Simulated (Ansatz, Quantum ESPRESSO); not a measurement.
## LuH2 (Fm-3m): electron–phonon coupling with Quantum ESPRESSO

What λ does ph.x give for LuH2 (Fm-3m), and how does it hang on the broadening?

Method: DFT PBEsol, scalar-relativistic, plane waves, PAW, in the first sound run; inputs show where later runs differ, in Ansatz 0.2.0 and Quantum ESPRESSO 7.5.

## (1) Set-up

Symmetry: Fm-3m, No. 225, cubic system. Conventional cell: a = 5.033 Å, b = 5.033 Å, c = 5.033 Å, α = 90.00°, β = 90.00°, γ = 90.00°. Nearest to Lu lie 8 H at 2.18 Å. Nearest to H lie 4 Lu at 2.18 Å. Farther neighbours are not listed.

## (2) Relaxation

The structure is brought to rest under this functional.

The input, input.yaml:

```yaml
crystal:
  lattice:
    - [0.0, 2.5165, 2.5165]
    - [2.5165, 0.0, 2.5165]
    - [2.5165, 2.5165, 0.0]
  atoms:
    - { symbol: Lu, position: [0.0, 0.0, 0.0] }
    - { symbol: H, position: [0.25, 0.25, 0.25] }
    - { symbol: H, position: [0.75, 0.75, 0.75] }
kpoints:
  mp_grid: { grid: [10, 10, 10] }
hamiltonian:
  xc: pbesol
scf:
  occupations: { method: gaussian, width: 0.1 }
output:
  forces: true
  stress: true
  eigenvalues: true
relax:
  adjacent_minimum: "off"
  f_tol: 0.005
  max_steps: 80
  cell: { stress_tol: 0.05 }
```

Launch:

```console
ansatz run input.yaml --threads 4 --pin off --max-ram 16384MiB --backend cpu --events-out ev --progress --plain --runs-dir out
```

Numbers of over 12 decimals in the logs are rounded to 6 here.

The program printed:

```text
[the first part of the log is left out]
  E_paw        = -7255.891844  (= ΣΔE_a)
  E_vpaw       = 348.515796  (= ΣTr[D̂ρ^β])
  E_aug_tail   = -0.002455  (compensation charges beyond the density's cutoff)
  E_ewald      = -4293.772081
  E_core_change = 1.192168  (= ΣΔE_core)
  E_smearing   = -0.002321  (= −TS)
  E_closure    = -0.000000  (closes the sum)
  Σ components = -14644.950514   (vs F -14644.950514, Δ=0.00e0)
--- Forces (eV/Å), atoms counted from 1 ---
  atom   1  Lu    -0.00000000     0.00000000     0.00000000
  atom   2  H     -0.00000000     0.00000000    -0.00000000
  atom   3  H      0.00000000    -0.00000000     0.00000000
  max |Σ_I F_I| component: 1.81e-20 eV/Å
--- Stress (GPa, compression-positive) ---
       -0.029564       0.000000       0.000000
        0.000000      -0.029564       0.000000
        0.000000       0.000000      -0.029564
  P = ⅓ Tr σ = -0.0296 GPa (-0.296 kbar)
--- Band table (eV; the first three rows and the last of 47) ---
  k-point 0: bands = ["-42.1594", "-12.6773", "-12.6773", "-12.6773", "4.3298", "8.6781", "9.0284", "9.0284", "9.0284", "9.1069", "9.1069", "9.1069", "13.4841", "15.2117", "15.2117", "15.2117", "18.1855", "18.1855"]
  k-point 1: bands = ["-42.1568", "-12.7298", "-12.6836", "-12.6836", "4.5747", "8.6738", "9.0265", "9.0329", "9.0329", "9.0982", "9.0982", "9.1072", "12.4586", "15.3460", "15.3460", "16.5207", "18.0237", "18.0237"]
  k-point 2: bands = ["-42.1500", "-12.8644", "-12.7001", "-12.7001", "5.2423", "8.6627", "9.0238", "9.0435", "9.0435", "9.0785", "9.0785", "9.1079", "11.2366", "15.5900", "15.5900", "17.8678", "17.8678", "18.3772"]
  k-point 46: bands = ["-42.1233", "-13.0727", "-12.9689", "-12.8549", "8.5950", "8.6919", "9.0231", "9.0324", "9.0352", "9.0673", "9.0703", "9.2724", "9.5658", "12.4666", "15.9722", "20.1265", "20.4698", "20.6515"]
--- Relaxed structure (4 steps of the walk, 3 accepted, 1 SCFs on fresh bases) ---
  F+E_penalty+E_count = -14644.95051360 eV   max|allowed force component| = 2.119e-19 eV/Å   (the final SCF, on the basis selected at the relaxed cell)
  cell:  # Å, volume = 30.4774 Å³
    - [0, 2.479226, 2.479226]
    - [2.479226, 0, 2.479226]
    - [2.479226, 2.479226, 0]
  atoms:
    - { symbol: Lu, position: [0, 0, 0] }
    - { symbol: H, position: [0.25, 0.25, 0.25] }
    - { symbol: H, position: [0.75, 0.75, 0.75] }
```

Run time: 3.5 s. Hardware: 4 threads of Arm Neoverse V1, shared host; peak memory 0.33 GiB.

Step by step:

```csv
step,energy less that of the first step (eV),largest force component (eV/Å),pressure (GPa),volume (Å³)
1,0.0000,0.0000,-4.06,31.87
2,0.0562,0.0000,10.41,27.87
3,-0.0193,0.0000,-0.53,30.64
4,-0.0197,0.0000,-0.01,30.48
5,-0.0185,0.0000,-0.03,30.48
```

The log counts 1 steps on a newly chosen plane-wave basis, not all of them marked here; energy and pressure can jump at such steps. Relaxation step 2 was tried and not accepted.

```
conventional cell, symmetrised  before  after  change
                         a (Å)   5.033  4.958  -1.5 %
                         b (Å)   5.033  4.958  -1.5 %
                         c (Å)   5.033  4.958  -1.5 %
              volume (Å³/atom)   10.62  10.16  -4.4 %
```

Final coordinates:

```cif
data_structure
_symmetry_space_group_name_H-M 'P 1'
_symmetry_Int_Tables_number 1
_cell_length_a 3.5062
_cell_length_b 3.5062
_cell_length_c 3.5062
_cell_angle_alpha 60.000
_cell_angle_beta 60.000
_cell_angle_gamma 60.000
_cell_volume 30.48
loop_
_atom_site_label
_atom_site_type_symbol
_atom_site_fract_x
_atom_site_fract_y
_atom_site_fract_z
_atom_site_occupancy
Lu1 Lu 0.00000 0.00000 0.00000 1
H2 H 0.25000 0.25000 0.25000 1
H3 H 0.75000 0.75000 0.75000 1
```

This step gave:

```
pressure          : -0.02956 GPa
volume per atom   : 10.16 Å³/atom
metallic on mesh  : yes
gap on the k-mesh : 0 eV
```

The largest force is now zero by symmetry and the largest stress component 0.030 GPa, small enough for phonons.

## (3) Matrix elements on the k mesh: PseudoDojo files, cutoff 1360.57 eV, Fermi–Dirac smearing of 0.1 eV

The exported deformation potentials allow the same Gaussian double-delta sums that other programs print.

This step: DFT PBEsol, scalar-relativistic, plane waves, PseudoDojo norm-conserving pseudopotentials (Ansatz 0.2.0).

The input, input.yaml:

```yaml
crystal:
  lattice:
    - [0.0, 2.4792260536, 2.4792260536]
    - [2.4792260536, 0.0, 2.4792260536]
    - [2.4792260536, 2.4792260536, 0.0]
  atoms:
    - { symbol: Lu, position: [0.0, 0.0, 0.0] }
    - { symbol: H, position: [0.25, 0.25, 0.25] }
    - { symbol: H, position: [0.75, 0.75, 0.75] }
kpoints:
  mp_grid: { grid: [8, 8, 8] }
hamiltonian:
  xc: pbesol
  pseudopotentials: { kind: nc, accuracy: standard }
scf:
  occupations: { method: fermi_dirac, width: 0.1 }
  n_extra_bands: 18
output:
  eigenvalues: true
basis:
  ecutwfc: 1360.569
phonons:
  method: dfpt
  qmesh: [2, 2, 2]
  temperatures: { t_max: 1000, t_step: 50 }
  qpath:
    path:
      - [[0.0, 0.0, 0.0], [0.5, 0.0, 0.5], [0.625, 0.25, 0.625]]
      - [[0.375, 0.375, 0.75], [0.0, 0.0, 0.0], [0.5, 0.5, 0.5], [0.5, 0.25, 0.75], [0.5, 0.0, 0.5]]
    npoints: 10
  electron_phonon_deformation_potentials: { window_half_width: 2.5 }
```

The program printed:

```text
Warning: basis.ecutwfc = 1360.569 eV is below the records' recommended 1360.569312 eV, and the density's cutoff is lower with it unless basis.ecutrho_ratio is high enough to keep the records' density cutoff: compare with a run at a higher cutoff
[...]
Crystal: 3 atoms, lattice volume = 30.477 Å³
Basis set: ecut = 1360.569 eV, 3479 PW (Γ), exchange–correlation on 90×90×90 points (8 copies of the dense FFT grid, shifted against one another)
Bands: 32, of which v1, the nominal top of the filled ones, is band 14 counted from 1 (13 counted from 0)
Symmetry: 48 space group operations
k-points: 29 of 512
[...]
SCF iter   1: F=—  HF=-6740.729102 eV  |F-HF|=—  |Δ(HF+E_count)|=         —  Δρ=8.89e-2  dr2=2.06e0  ethr=3.10e-3  ⟨swp⟩=5.3  Hψ=4089  notcnv=0  defer=170
[...]
SCF iter  10: F=-6739.962200 eV  HF=-6739.962200 eV  |F-HF|=9.09e-13  |Δ(HF+E_count)|=  1.27e-11  Δρ=4.80e-8  dr2=2.99e-13  ethr=1.00e-12  ⟨swp⟩=13.1  Hψ=6125  notcnv=0
SCF 1 converged in 10 iterations: F = -6739.962200 eV  dr2 = 2.99e-13
phonons: the bands overlap, so this run is a metal and interpolates without the dipole-dipole term. If the crystal is really an insulator or semiconductor, its LO-TO splitting is missing
NSCF: frozen V_eff on 29 k-points
[...]
DFPT response loops at q = (0, 0, 0) (fractional): preconditioner auto → Kerker (q_TF=auto, 2.674 Å⁻¹) (partly filled bands, converged f_vac=0.000); β = 1.00, the filter's whole step (`scf.mixing.beta` (0.50) is not read by the response loops under this deck's `scf.mixing.preconditioner`; to damp them name `kerker` or `kerker_dos`, under which they read `scf.mixing.beta`, and type it under 1.00, their step now; both keys bind the ground state too); Anderson in place of MSR1; while a model of the screening serves, it and β = 1 on shorter waves in the place of filter and β
[...]
SCF converged after 10 iterations
Free energy (F): -6739.962200 eV
[...]
Internal energy: -6739.938034 eV  (E = F + TS)
E sigma→0 (E₀):  -6739.950117 eV
Entropy (-TS):   -0.024166 eV (-8.055 meV/atom)
Fermi energy:    14.711556 eV
[...]
--- Band table (eV; the first three rows and the last of 29) ---
  k-point 0: bands = [... 10 lower, 10.1447, 10.1447, 14.4133, 16.1217, 16.1217, 16.1217, 19.0905, 19.0905, ... 14 higher]
  k-point 1: bands = [... 10 lower, 10.1313, 10.1452, 13.0557, 16.3204, 16.3204, 17.9119, 18.8648, 18.8648, ... 14 higher]
  k-point 2: bands = [... 10 lower, 10.1071, 10.1462, 11.7033, 16.5358, 16.5358, 18.9041, 18.9041, 19.9034, ... 14 higher]
  k-point 28: bands = [... 10 lower, 10.1120, 10.3930, 10.3930, 13.5723, 16.5300, 21.0309, 21.4862, 21.4862, ... 14 higher]
--- Phonons (Γ-DFPT): 2 representative perturbations + reference (Σ response iterations 11) ---
  ASR residual: 1.304e-4 → 0.000e0 eV/Å²; symmetrization residual: 8.750e-8 eV/Å²
  ASR residual per site (eV/Å²): 1.30e-4 9.46e-6 9.46e-6
  Γ frequencies (cm⁻¹): 0.00 0.00 0.00 989.22 989.22 989.22 1192.55 1192.55 1192.55
--- Phonons (arbitrary-q DFPT): 3 irreducible q on the 2×2×2 mesh ---
  q = [0.0000, 0.0000, 0.0000] (star 1, of the zone-centre solve; hermiticity 2.44e-8, symmetrization 1.33e-14): -0.00 0.00 0.00 989.22 989.22 989.22 1192.55 1192.55 1192.55
  q = [0.0000, 0.0000, -0.5000] (star 4, 2 solved perturbations in 275 linear systems a pass and spin channel, the states on 65 of 512 k-point pairs; hermiticity 3.48e-7, symmetrization 2.20e-12): 86.85 86.85 126.03 1026.89 1026.89 1041.07 1133.63 1133.63 1143.03
[...]
sum rule: each row above includes the acoustic sum rule's correction from the zone centre's row sums; it moved no ω² by more than (1.60 cm⁻¹)²
  mesh force constants: q→R imaginary residual 1.36e-17; ASR residual 1.304e-4 → 0.000e0 eV/Å²; symmetrization residual 8.882e-15 eV/Å²
  interpolated dispersion: 62 rows × 9 modes
  density of states and harmonic sums: on the 22×22×22 q-mesh, interpolated from the force constants of a 2×2×2 supercell (no non-analytic term)
  largest difference from the sums on the solved wave vectors: F 7.32e-2 eV, S 1.05e-4 and C_V 3.22e-5 eV/K
  zero-point energy: 0.425094 eV/cell   skipped modes (ω ≤ 0): 3   left out of the sums: 3.13e-5 of the cell's modes: C_V's classical limit lies that fraction below 3 k_B per atom; for a crystal, a wire or a layer, F and S can be off by more, and a phonons.interpolated_qmesh denser along its periods is the remedy for the sampling
Electron–phonon deformation potentials of 3 wavevectors written to <dir>
```

It took 68 s on 4 threads; peak memory 2.6 GiB.

Numbers from this step:

- zero point energy: 0.4251 eV/cell
- share of imaginary modes in the plain interpolation between solved wavevectors: 0
- highest frequency, solved or plainly interpolated: 1193 cm⁻¹
- Debye temperature (second moment): 1658 K

Allen's double-delta sum on the run's k mesh, delta = exp(-(x/sigma)^2)/(sigma sqrt(pi)); at the zone centre the sum is no linewidth. Double-delta sums:

```
q1    q2    q3  star  mode  omega (meV)  lambda_q, sigma 0.05 eV  lambda_q, sigma 0.1 eV  lambda_q, sigma 0.2 eV  lambda_q, sigma 0.3 eV  lambda_q, sigma 0.4 eV  half width at sigma 0.2 (meV)  <D²> at sigma 0.2 ((eV/Å)²)  nesting at sigma 0.2 (1/eV²)
 0     0     0     1     1     -2.14e-6                        -                       -                       -                       -                       -                       1.59e-25                     2.08e-24                         1.028
 0     0     0     1     2      2.17e-7                        -                       -                       -                       -                       -                       1.59e-25                     2.08e-24                         1.028
 0     0     0     1     3      1.06e-6                        -                       -                       -                       -                       -                       1.59e-25                     2.08e-24                         1.028
 0     0     0     1     4        122.6                 3.66e-31                1.90e-31                1.89e-23                2.62e-11                 4.43e-7                       3.86e-22                     5.07e-21                         1.028
 0     0     0     1     5        122.6                 3.66e-31                1.90e-31                1.89e-23                2.62e-11                 4.43e-7                       3.86e-22                     5.07e-21                         1.028
 0     0     0     1     6        122.6                 3.66e-31                1.90e-31                1.89e-23                2.62e-11                 4.43e-7                       3.86e-22                     5.07e-21                         1.028
 0     0     0     1     7        147.9                   0.5904                  0.3114                  0.1462                 0.09659                 0.06953                          4.332                        56.81                         1.028
 0     0     0     1     8        147.9                   0.5904                  0.3114                  0.1462                 0.09659                 0.06953                          4.332                        56.81                         1.028
 0     0     0     1     9        147.9                   0.5904                  0.3114                  0.1462                 0.09659                 0.06953                          4.332                        56.81                         1.028
 0     0  -0.5     4     1        10.77                   0.3516                  0.1774                 0.07782                 0.05701                 0.05256                        0.01223                       0.4969                        0.3318
 0     0  -0.5     4     2        10.77                   0.3516                  0.1774                 0.07782                 0.05701                 0.05256                        0.01223                       0.4969                        0.3318
 0     0  -0.5     4     3        15.63                    3.398                   1.714                  0.7452                  0.4668                  0.3532                         0.2467                        10.02                        0.3318
 0     0  -0.5     4     4        127.3                   0.2944                  0.1486                 0.06439                 0.03826                 0.02682                          1.415                        57.48                        0.3318
 0     0  -0.5     4     5        127.3                   0.2944                  0.1486                 0.06439                 0.03826                 0.02682                          1.415                        57.48                        0.3318
 0     0  -0.5     4     6        129.1                   0.6121                  0.3088                   0.134                 0.08061                 0.05702                          3.026                        122.9                        0.3318
 0     0  -0.5     4     7        140.6                  0.08342                 0.04209                 0.01835                 0.01217                 0.01003                         0.4916                        19.97                        0.3318
 0     0  -0.5     4     8        140.6                  0.08342                 0.04209                 0.01835                 0.01217                 0.01003                         0.4916                        19.97                        0.3318
 0     0  -0.5     4     9        141.7                  0.03054                 0.01541                0.006671                0.003876                0.002687                         0.1817                        7.378                        0.3318
 0  -0.5  -0.5     3     1        14.22                   0.3161                  0.1734                  0.0874                 0.06389                 0.05031                        0.02396                        1.352                        0.2389
 0  -0.5  -0.5     3     2        14.22                   0.3161                  0.1734                  0.0874                 0.06389                 0.05031                        0.02396                        1.352                        0.2389
 0  -0.5  -0.5     3     3        20.01                 5.23e-14                 7.04e-6                 6.86e-4                0.001459                0.001673                        3.72e-4                      0.02101                        0.2389
 0  -0.5  -0.5     3     4        126.3                 1.06e-30                3.95e-13                 1.52e-5                 1.89e-4                 3.39e-4                        3.28e-4                       0.0185                        0.2389
 0  -0.5  -0.5     3     5        133.5                  2.86e-4                 1.57e-4                 8.44e-5                 2.02e-4                 3.42e-4                       0.002041                       0.1151                        0.2389
 0  -0.5  -0.5     3     6        133.5                  2.86e-4                 1.57e-4                 8.44e-5                 2.02e-4                 3.42e-4                       0.002041                       0.1151                        0.2389
 0  -0.5  -0.5     3     7        137.5                   0.2197                  0.1205                 0.05593                 0.03675                 0.02873                          1.433                        80.86                        0.2389
 0  -0.5  -0.5     3     8        137.5                   0.2197                  0.1205                 0.05593                 0.03675                 0.02873                          1.433                        80.86                        0.2389
 0  -0.5  -0.5     3     9        145.3                   0.1545                  0.0847                 0.03966                 0.02472                 0.01715                          1.135                        64.07                        0.2389
```

Mean over the q mesh without its centre; few wavevectors enter, so none of the widths can be taken as converged. Table of coupling constant λ, lambda by Gaussian width:

```csv
Gaussian width (eV),"coupling constant λ, lambda"
0.050,3.67
0.100,1.87
0.200,0.830
0.300,0.536
0.400,0.414
```

Among the solved wavevectors the lowest mode, translations apart, is 86.8 cm⁻¹, so these are real on this k mesh.

(Part 1 of 3 ends here.)

[Logs are printed without paths, hosts, clocks, repeated set-up lines and the standing remarks that a program may print on its own settings, such as how far it seeks lower states.]

[Hosts, paths, dates, database ids (printed as entryN), source tags and the programs' standing remarks are cut or masked in the printed files.]
